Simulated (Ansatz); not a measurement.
# SnP2O7 (P-1): the host for defect calculations

Before any defect goes in: SnP2O7 (P-1) at rest, and how it screens a charge.

Method: plane-wave PAW DFT, PBEsol; relaxation of the host's cell and atoms, in the first sound run; inputs show where later runs differ, in Ansatz 0.2.0.

**1. Starting point**

The cell holds 20 atoms: 2 Sn, 4 P and 14 O. Its edges and angles: a = 5.128 Å, b = 6.755 Å, c = 8.367 Å, α = 69.0°, β = 88.5°, γ = 88.6°.

**2. Host cell relaxation**

Lattice and positions are set free, within the symmetry that the program keeps.

cell/input.yaml reads:

```yaml
crystal:
  lattice:
    - [5.1279504, 0.0, 0.0]
    - [0.1627302, 6.7529837, 0.0]
    - [0.2139197, 2.9953731, 7.8091849]
  atoms:
    - { symbol: Sn, position: [0.24150776, 0.20960975, 0.73104989] }
    - { symbol: Sn, position: [0.75849224, 0.79039025, 0.26895011] }
    - { symbol: P, position: [0.24580278, 0.11353679, 0.16630673] }
    - { symbol: P, position: [0.27668334, 0.45320211, 0.31030412] }
    - { symbol: P, position: [0.72331666, 0.54679789, 0.68969588] }
    - { symbol: P, position: [0.75419722, 0.88646321, 0.83369327] }
    - { symbol: O, position: [0.17727883, 0.2916122, 0.4767731] }
    - { symbol: O, position: [0.03468005, 0.94202198, 0.77683709] }
    - { symbol: O, position: [0.09498981, 0.64162578, 0.23646262] }
    - { symbol: O, position: [0.28694272, 0.34199472, 0.17284099] }
    - { symbol: O, position: [0.30178856, 0.14081279, 0.98302802] }
    - { symbol: O, position: [0.43676251, 0.96174431, 0.28798267] }
    - { symbol: O, position: [0.44600399, 0.48107943, 0.67872536] }
    - { symbol: O, position: [0.55399601, 0.51892057, 0.32127464] }
    - { symbol: O, position: [0.56323749, 0.03825569, 0.71201733] }
    - { symbol: O, position: [0.69821144, 0.85918721, 0.01697198] }
    - { symbol: O, position: [0.71305728, 0.65800528, 0.82715901] }
    - { symbol: O, position: [0.90501019, 0.35837422, 0.76353738] }
    - { symbol: O, position: [0.96531995, 0.05797802, 0.22316291] }
    - { symbol: O, position: [0.82272117, 0.7083878, 0.5232269] }
basis:
  ecutwfc: 420
  xc_grid: 2
hamiltonian:
  xc: pbesol
kpoints:
  mp_grid: { grid: [6, 5, 4] }
scf:
  occupations: { method: fixed }
  max_iter: 100
relax:
  f_tol: 0.005
  max_steps: 60
  cell: {}
output:
  forces: true
  stress: true
checkpoint:
  write: "../cell.run"
  compress: false
  write_wavefunctions: false
  write_every: 100000
```

Launch:

```console
$ ansatz run input.yaml --threads 4 --pin off --max-ram 7536MiB --backend cpu --events-out ev --progress --plain --runs-dir out
```

Numbers of over 12 decimals in the logs are rounded to 6 here.

What it wrote:

```text
[... repeated set-up lines and file paths are left out, and long positions are rounded to six places ...]
Engine: ansatz 0.2.0, aarch64-unknown-linux-gnu
Pseudopotentials: kind: paw
Pseudopotential: Sn, paw, valence charge 14, recommended cutoff 420 eV (normal), Sn.paw.azcp
Pseudopotential: P, paw, valence charge 5, recommended cutoff 420 eV (normal), P.paw.azcp
Pseudopotential: O, paw, valence charge 6, recommended cutoff 420 eV (normal), O.paw.azcp
Functional definition: PBEsol
  exchange = pbesol_x
  correlation = pbesol_c
Crystal: 20 atoms, lattice volume = 270.424 Å³
Basis set: ecut = 420 eV, 5305 PW (Γ), exchange–correlation on 72×96×120 points (8 copies of the dense FFT grid, shifted against one another)
Bands: 86, of which v1, the nominal top of the filled ones, is band 66 counted from 1 (65 counted from 0)
Symmetry: 2 space group operations
Space group: P-1 (ITA 2), of the structure as read, at distance tolerance 6.5e-5 Å
k-points: 62 of 120
Non-local potential: Sn, projectors of the file, l = 0: 2, l = 1: 2, l = 2: 2, l = 3: 2
Non-local potential: P, projectors of the file, l = 0: 2, l = 1: 2, l = 2: 2
Non-local potential: O, projectors of the file, l = 0: 2, l = 1: 2, l = 2: 1
PAW form: soft (Blöchl's): semilocal exchange-correlation on the pseudo side does not see the compensation charge
PAW frozen core: Sn, regenerated for the run's functional, and the local potential with it (the file was generated under x = pbe(κ = 0.804, μ = 0.219515), c = pbe(β = 0.066725))
PAW frozen core: P, regenerated for the run's functional, and the local potential with it (the file was generated under x = pbe(κ = 0.804, μ = 0.219515), c = pbe(β = 0.066725))
PAW frozen core: O, regenerated for the run's functional, and the local potential with it (the file was generated under x = pbe(κ = 0.804, μ = 0.219515), c = pbe(β = 0.066725))
PAW one-centre angular grid: Sn, 590 points (default); XC on 64 Gauss nodes
PAW one-centre angular grid: P, 110 points (default); XC on 64 Gauss nodes
PAW one-centre angular grid: O, 110 points (default); XC on 64 Gauss nodes
Initial density: superposition of atomic densities (neutral atoms: chi_scale 0, normalization atom), corrected by the library's trained network
Initial wavefunctions: pseudopotential atomic-orbital guess
Functional: x = pbesol(κ = 0.804, μ = 0.123457), c = pbesol(β = 0.046)
SCF iter   1: F=—  HF=-22718.016734 eV  |F-HF|=—  |Δ(HF+E_count)|=         —  Δρ=1.21e-2  dr2=2.96e-1  ethr=1.77e-3  ⟨swp⟩=5.1  Hψ=20865  notcnv=0  defer=1116
preconditioner: auto → Resta (q_TF=auto, 2.421 Å⁻¹)  ε∞=3.0  [insulator: Δε(μ)=4.256 eV  Ē_g=18.404 eV  n_scr=62 (ndim 8)  ℏωp=25.9 eV  f_vac=0.207  ε∞_Penn≈3.0]
SCF iter   2: F=—  HF=-22717.935723 eV  |F-HF|=—  |Δ(HF+E_count)|=   8.10e-2  Δρ=2.08e-3  dr2=6.31e-3  ethr=2.25e-4  ⟨swp⟩=3.0  Hψ=8494  notcnv=0  defer=1116
SCF iter   3: F=—  HF=-22717.935663 eV  |F-HF|=—  |Δ(HF+E_count)|=   5.96e-5  Δρ=8.72e-4  dr2=1.54e-3  ethr=4.78e-6  ⟨swp⟩=3.0  Hψ=8671  notcnv=0  defer=744
automatic band count: iteration 3 solves 80 bands in place of 86: the levels show a gap, and the empty bands left out lie too high to hold charge; the band table lists the bands solved (type scf.n_extra_bands for more)
SCF iter   4: F=—  HF=-22717.936122 eV  |F-HF|=—  |Δ(HF+E_count)|=   4.59e-4  Δρ=4.95e-4  dr2=4.95e-4  ethr=1.17e-6  ⟨swp⟩=2.4  Hψ=7851  notcnv=0  defer=744
SCF iter   5: F=—  HF=-22717.936144 eV  |F-HF|=—  |Δ(HF+E_count)|=   2.23e-5  Δρ=1.04e-4  dr2=3.40e-5  ethr=3.75e-7  ⟨swp⟩=2.0  Hψ=7483  notcnv=0  defer=744
SCF iter   6: F=—  HF=-22717.936190 eV  |F-HF|=—  |Δ(HF+E_count)|=   4.57e-5  Δρ=2.92e-5  dr2=3.23e-6  ethr=2.58e-8  ⟨swp⟩=2.1  Hψ=7832  notcnv=0  defer=744
SCF iter   7: F=—  HF=-22717.936193 eV  |F-HF|=—  |Δ(HF+E_count)|=   3.79e-6  Δρ=2.31e-5  dr2=1.27e-6  ethr=2.45e-9  ⟨swp⟩=2.3  Hψ=7943  notcnv=0  defer=744
SCF iter   8: F=-22717.936194 eV  HF=-22717.936194 eV  |F-HF|=1.12e-7  |Δ(HF+E_count)|=   2.44e-7  Δρ=4.57e-6  dr2=6.14e-8  ethr=7.58e-11  ⟨swp⟩=4.7  Hψ=22732  notcnv=0
SCF 1 converged in 8 iterations: F = -22717.936194 eV  dr2 = 6.14e-8
  greatest PAW one-centre occupation: 0.997 electrons in one spin orbital (limit 2), on the Sn atom at site 1 (counted from 0), in its partial waves of l = 2
relax step   1: F+E_penalty+E_count = -22717.93619373 eV  Δ(F+E_penalty+E_count) = +0.000e0 eV  max|allowed force component| = 5.741e-1 eV/Å  Δτ_max = 0.0000 Å  P = +3.411 GPa  Ω = 270.424 Å³  (8 SCF iters, dr2 threshold 1.00e-7 eV, accepted)
[... the SCF cycles and remarks between the steps are left out from here to the last step ...]
relax step   2: F+E_penalty+E_count = -22717.97233812 eV  Δ(F+E_penalty+E_count) = -3.614e-2 eV  max|allowed force component| = 3.513e-1 eV/Å  Δτ_max = 0.0062 Å  P = +1.637 GPa  Ω = 272.784 Å³  energy of the carried Pulay correction = -1.033e-2 eV  (6 SCF iters, dr2 threshold 2.00e-6 eV, accepted)
relax step   3: F+E_penalty+E_count = -22717.98780141 eV  Δ(F+E_penalty+E_count) = -1.546e-2 eV  max|allowed force component| = 6.994e-2 eV/Å  Δτ_max = 0.0109 Å  P = +0.057 GPa  Ω = 274.100 Å³  energy of the carried Pulay correction = -1.606e-2 eV  (6 SCF iters, dr2 threshold 2.00e-6 eV, accepted)
relax step   4: F+E_penalty+E_count = -22717.98867984 eV  Δ(F+E_penalty+E_count) = -8.784e-4 eV  max|allowed force component| = 8.428e-2 eV/Å  Δτ_max = 0.0424 Å  P = +0.120 GPa  Ω = 273.996 Å³  energy of the carried Pulay correction = -1.561e-2 eV  (7 SCF iters, dr2 threshold 3.06e-7 eV, accepted)
relax step   5: F+E_penalty+E_count = -22717.99411306 eV  Δ(F+E_penalty+E_count) = -5.433e-3 eV  max|allowed force component| = 3.956e-2 eV/Å  Δτ_max = 0.0120 Å  P = -0.009 GPa  Ω = 273.441 Å³  energy of the carried Pulay correction = -1.320e-2 eV  (6 SCF iters, dr2 threshold 4.44e-7 eV, accepted)
relax step   6: F+E_penalty+E_count = -22717.99520676 eV  Δ(F+E_penalty+E_count) = -1.094e-3 eV  max|allowed force component| = 5.987e-2 eV/Å  Δτ_max = 0.0540 Å  P = +0.062 GPa  Ω = 273.468 Å³  energy of the carried Pulay correction = -1.331e-2 eV  (8 SCF iters, dr2 threshold 9.78e-8 eV, accepted)
relax step   7: F+E_penalty+E_count = -22717.99898387 eV  Δ(F+E_penalty+E_count) = -3.777e-3 eV  max|allowed force component| = 1.099e-2 eV/Å  Δτ_max = 0.0213 Å  P = +0.005 GPa  Ω = 272.905 Å³  energy of the carried Pulay correction = -1.086e-2 eV  (6 SCF iters, dr2 threshold 2.24e-7 eV, accepted)
relax step   8: F+E_penalty+E_count = -22717.99935629 eV  Δ(F+E_penalty+E_count) = -3.724e-4 eV  max|allowed force component| = 3.452e-3 eV/Å  Δτ_max = 0.0081 Å  P = -0.002 GPa  Ω = 272.840 Å³  energy of the carried Pulay correction = -1.058e-2 eV  (7 SCF iters, dr2 threshold 7.55e-9 eV, accepted)
relax step   9: F+E_penalty+E_count = -22717.99930321 eV  Δ(F+E_penalty+E_count) = +5.308e-5 eV  max|allowed force component| = 6.480e-3 eV/Å  Δτ_max = 0.0097 Å  P = -0.013 GPa  Ω = 272.855 Å³  energy of the carried Pulay correction = -1.064e-2 eV  (9 SCF iters, accepted)
relax step  10: F+E_penalty+E_count = -22717.99932261 eV  Δ(F+E_penalty+E_count) = -1.940e-5 eV  max|allowed force component| = 1.523e-3 eV/Å  Δτ_max = 0.0019 Å  P = +0.002 GPa  Ω = 272.852 Å³  energy of the carried Pulay correction = -1.063e-2 eV  (6 SCF iters, dr2 threshold 2.62e-9 eV, accepted)
relax step  11: F+E_penalty+E_count = -22718.01205069 eV  Δ(F+E_penalty+E_count) = -1.273e-2 eV  max|allowed force component| = 1.518e-3 eV/Å  Δτ_max = 0.0000 Å  P = +0.081 GPa  Ω = 272.852 Å³  stress off target by 1.91e-1 GPa  SCF on the basis re-selected at this cell (its energy is not comparable with the rows above)  (6 SCF iters)
relax step  12: F+E_penalty+E_count = -22718.01109029 eV  Δ(F+E_penalty+E_count) = +9.604e-4 eV  max|allowed force component| = 6.229e-3 eV/Å  Δτ_max = 0.0174 Å  P = +0.009 GPa  Ω = 273.180 Å³  energy of the carried Pulay correction = -1.444e-3 eV  (7 SCF iters, dr2 threshold 9.10e-8 eV, accepted)
relax step  13: F+E_penalty+E_count = -22718.01024892 eV  Δ(F+E_penalty+E_count) = +8.414e-4 eV  max|allowed force component| = 1.620e-2 eV/Å  Δτ_max = 0.0283 Å  P = -0.037 GPa  Ω = 273.384 Å³  energy of the carried Pulay correction = -2.354e-3 eV  (9 SCF iters, dr2 threshold 2.43e-9 eV, accepted)
relax step  14: F+E_penalty+E_count = -22718.01051722 eV  Δ(F+E_penalty+E_count) = -2.683e-4 eV  max|allowed force component| = 5.379e-3 eV/Å  Δτ_max = 0.0065 Å  P = +0.001 GPa  Ω = 273.340 Å³  energy of the carried Pulay correction = -2.162e-3 eV  (7 SCF iters, dr2 threshold 1.64e-8 eV, accepted)
relax step  15: F+E_penalty+E_count = -22718.01045432 eV  Δ(F+E_penalty+E_count) = +6.289e-5 eV  max|allowed force component| = 1.800e-3 eV/Å  Δτ_max = 0.0018 Å  P = -0.000 GPa  Ω = 273.359 Å³  energy of the carried Pulay correction = -2.243e-3 eV  (7 SCF iters, dr2 threshold 1.81e-9 eV, accepted)
iter 1 solved again at ethr=2.07e-7 eV; its pass at ethr=3.10e-3 eV (dr2=2.73e-4 eV) is discarded
SCF iter   1: F=—  HF=-22718.012638 eV  |F-HF|=—  |Δ(HF+E_count)|=         —  Δρ=5.90e-5  dr2=5.72e-7  ethr=2.07e-7  ⟨swp⟩=4.6  Hψ=35746  notcnv=0  defer=1116
SCF iter   2: F=—  HF=-22718.012819 eV  |F-HF|=—  |Δ(HF+E_count)|=   1.81e-4  Δρ=2.97e-5  dr2=1.46e-7  ethr=4.33e-10  ⟨swp⟩=3.8  Hψ=10711  notcnv=0  defer=1116
SCF iter   3: F=—  HF=-22718.012884 eV  |F-HF|=—  |Δ(HF+E_count)|=   6.50e-5  Δρ=5.06e-6  dr2=2.12e-8  ethr=1.11e-10  ⟨swp⟩=2.3  Hψ=7506  notcnv=0  defer=1116
SCF iter   4: F=—  HF=-22718.012885 eV  |F-HF|=—  |Δ(HF+E_count)|=   1.04e-6  Δρ=5.14e-7  dr2=4.85e-10  ethr=1.60e-11  ⟨swp⟩=2.8  Hψ=7670  notcnv=0  defer=1116
SCF iter   5: F=-22718.012885 eV  HF=-22718.012885 eV  |F-HF|=1.31e-10  |Δ(HF+E_count)|=  3.97e-10  Δρ=2.29e-7  dr2=9.10e-11  ethr=1.00e-12  ⟨swp⟩=6.6  Hψ=20317  notcnv=0
SCF 16 converged in 5 iterations: F = -22718.012885 eV  dr2 = 9.10e-11
relax step  16: F+E_penalty+E_count = -22718.01288497 eV  Δ(F+E_penalty+E_count) = -2.431e-3 eV  max|allowed force component| = 1.678e-3 eV/Å  Δτ_max = 0.0000 Å  P = +0.006 GPa  Ω = 273.359 Å³  stress off target by 3.71e-2 GPa  SCF on the basis re-selected at this cell (its energy is not comparable with the rows above)  (5 SCF iters)
basis re-selected at this cell: Δ(F+E_penalty+E_count) = -2.431e-3 eV, ΔP = +0.007 GPa vs the last step (what re-selecting the basis moved, of the pressure what is left beyond the Pulay correction that the steps carried, after the strain that the cell walked [...]
SCF converged after 5 iterations
Free energy (F): -22718.012885 eV
Harris-Foulkes:  -22718.012885 eV  (|F-HF|=1.31e-10)
Internal energy: -22718.012885 eV  (E = F + TS)
E sigma→0 (E₀):  -22718.012885 eV
Fermi energy:    2.990183 eV
--- Per-component energies (eV) ---
  E_band       = -791.385389
  E_kinetic    = 3169.303089
  E_local      = -10338.276397  (includes V_loc(G=0)·N_el)
  E_nonlocal   = 747.219768
  E_hartree    = 4333.336629
  E_xc         = -2020.609115
  E_vxc        = -1744.881624  (∫ρ·V_xc dr)
  E_paw        = -12514.788538  (= ΣΔE_a)
  E_vpaw       = -1291.458813  (= ΣTr[D̂ρ^β])
  E_aug_tail   = 0.035126  (compensation charges beyond the density's cutoff)
  E_ewald      = -6095.481542
  E_core_change = 1.248095  (= ΣΔE_core)
  E_smearing   = -0.000000  (= −TS)
  E_closure    = -0.000000  (closes the sum)
  Σ components = -22718.012885   (vs F -22718.012885, Δ=0.00e0)
--- Forces (eV/Å), atoms counted from 1 ---
  atom   1  Sn     0.00008925    -0.00087182     0.00067480
  atom   2  Sn    -0.00008925     0.00087182    -0.00067480
  atom   3  P     -0.00076438    -0.00104009    -0.00167755
  atom   4  P     -0.00027412    -0.00003579    -0.00048017
  atom   5  P      0.00027412     0.00003579     0.00048017
  atom   6  P      0.00076438     0.00104009     0.00167755
  atom   7  O     -0.00023954     0.00010771     0.00020752
  atom   8  O     -0.00004185     0.00005604    -0.00032520
  atom   9  O     -0.00017764    -0.00012554     0.00005419
  atom  10  O      0.00035474     0.00023199     0.00055746
  atom  11  O      0.00003068     0.00039236     0.00037590
  atom  12  O      0.00060518    -0.00007955     0.00061600
  atom  13  O     -0.00021146    -0.00000368    -0.00014441
  atom  14  O      0.00021146     0.00000368     0.00014441
  atom  15  O     -0.00060518     0.00007955    -0.00061600
  atom  16  O     -0.00003068    -0.00039236    -0.00037590
  atom  17  O     -0.00035474    -0.00023199    -0.00055746
  atom  18  O      0.00017764     0.00012554    -0.00005419
  atom  19  O      0.00004185    -0.00005604     0.00032520
  atom  20  O      0.00023954    -0.00010771    -0.00020752
  max |Σ_I F_I| component: 1.63e-19 eV/Å
--- Stress (GPa, compression-positive) ---
       -0.013550      -0.009979      -0.009489
       -0.009978       0.016563       0.017462
       -0.009492       0.017466       0.015177
  P = ⅓ Tr σ = 0.0061 GPa (0.061 kbar)
--- Relaxed structure (14 steps of the walk, 14 accepted, 2 SCFs on fresh bases) ---
  F+E_penalty+E_count = -22718.01288497 eV   max|allowed force component| = 1.678e-3 eV/Å   (the final SCF, on the basis selected at the relaxed cell)
  cell:  # Å, volume = 273.3588 Å³
    - [5.101283, -0.018723, -0.020929]
    - [0.137228, 6.804486, 0.054578]
    - [0.169999, 3.081583, 7.898837]
  atoms:
    - { symbol: Sn, position: [0.242825, 0.213931, 0.732592] }
    - { symbol: Sn, position: [0.757175, 0.786069, 0.267408] }
    - { symbol: P, position: [0.249833, 0.115692, 0.161918] }
    - { symbol: P, position: [0.274885, 0.447445, 0.315908] }
    - { symbol: P, position: [0.725115, 0.552555, 0.684092] }
    - { symbol: P, position: [0.750167, 0.884308, 0.838082] }
    - { symbol: O, position: [0.169815, 0.283622, 0.481263] }
    - { symbol: O, position: [0.037693, 0.941376, 0.794017] }
    - { symbol: O, position: [0.096491, 0.639992, 0.238242] }
    - { symbol: O, position: [0.283856, 0.340359, 0.177598] }
    - { symbol: O, position: [0.324804, 0.159630, 0.978711] }
    - { symbol: O, position: [0.436225, 0.957820, 0.287350] }
    - { symbol: O, position: [0.442438, 0.490798, 0.669276] }
    - { symbol: O, position: [0.557562, 0.509202, 0.330724] }
    - { symbol: O, position: [0.563775, 0.042180, 0.712650] }
    - { symbol: O, position: [0.675196, 0.840370, 0.021289] }
    - { symbol: O, position: [0.716144, 0.659641, 0.822402] }
    - { symbol: O, position: [0.903509, 0.360008, 0.761758] }
    - { symbol: O, position: [0.962307, 0.058624, 0.205983] }
    - { symbol: O, position: [0.830185, 0.716378, 0.518737] }
```

Run time: 5.9 min. Hardware: 4 threads of Arm Neoverse V1, shared host; peak memory 1.5 GiB; 23 min of CPU time.

Step by step:

```csv
step,energy less that of the first step (eV),largest force component (eV/Å),pressure (GPa),volume (Å³)
1,0.0000,0.5741,3.41,270.42
2,-0.0361,0.3513,1.64,272.78
3,-0.0516,0.0699,0.06,274.10
4,-0.0525,0.0843,0.12,274.00
5,-0.0579,0.0396,-0.01,273.44
6,-0.0590,0.0599,0.06,273.47
7,-0.0628,0.0110,0.01,272.90
8,-0.0632,0.0035,0.00,272.84
9,-0.0631,0.0065,-0.01,272.85
10,-0.0631,0.0015,0.00,272.85
11,-0.0759,0.0015,0.08,272.85
12,-0.0749,0.0062,0.01,273.18
13,-0.0741,0.0162,-0.04,273.38
14,-0.0743,0.0054,0.00,273.34
15,-0.0743,0.0018,0.00,273.36
16*,-0.0767,0.0017,0.01,273.36
```

Relaxation steps marked * repeat the geometry before them on a plane-wave basis chosen anew for their cell, so energy and pressure can jump there. The log counts 2 steps on a newly chosen plane-wave basis, not all of them marked here; energy and pressure can jump at such steps.

Forces are held to the 2 operations that the run works with; a distortion that breaks them can't arise in this run.

```csv
cell as run,before,after,change
a (Å),5.128,5.101,-0.5 %
b (Å),6.755,6.806,+0.8 %
c (Å),8.367,8.480,+1.4 %
α (°),68.99,68.21,-1.1 %
β (°),88.53,89.15,+0.7 %
γ (°),88.62,89.06,+0.5 %
volume (Å³/atom),13.52,13.67,+1.1 %
```

The atoms that moved most (Å, as changes of fractional coordinates times the final cell):

```csv
atom,dx,dy,dz,length
O11,0.119,0.114,-0.034,0.169
O16,-0.119,-0.114,0.034,0.169
O19,-0.018,-0.048,-0.136,0.145
O8,0.018,0.048,0.136,0.145
O14,0.018,-0.037,0.074,0.085
O13,-0.018,0.037,-0.074,0.085
O7,-0.038,-0.040,0.035,0.066
O20,0.038,0.040,-0.035,0.066
```

This step gave:

| Property | Result |
| --- | --- |
| pressure | 0.006064 GPa |

The relaxation ends with a largest force component of 0.0017 eV/Å and a pressure of 0.01 GPa.

(Part 1 of 2 ends here.)

[Logs are printed without paths, hosts, clocks, repeated set-up lines and the standing remarks that a program may print on its own settings, such as how far it seeks lower states.]

[Hosts, paths, dates, database ids (printed as entryN), source tags and the programs' standing remarks are cut or masked in the printed files.]

[Runs of the host that timed out are not shown.]

[For some hosts the program warned that the k-mesh of the response run may be too coarse for force constants and the static dielectric constant; such warnings are not always shown.]
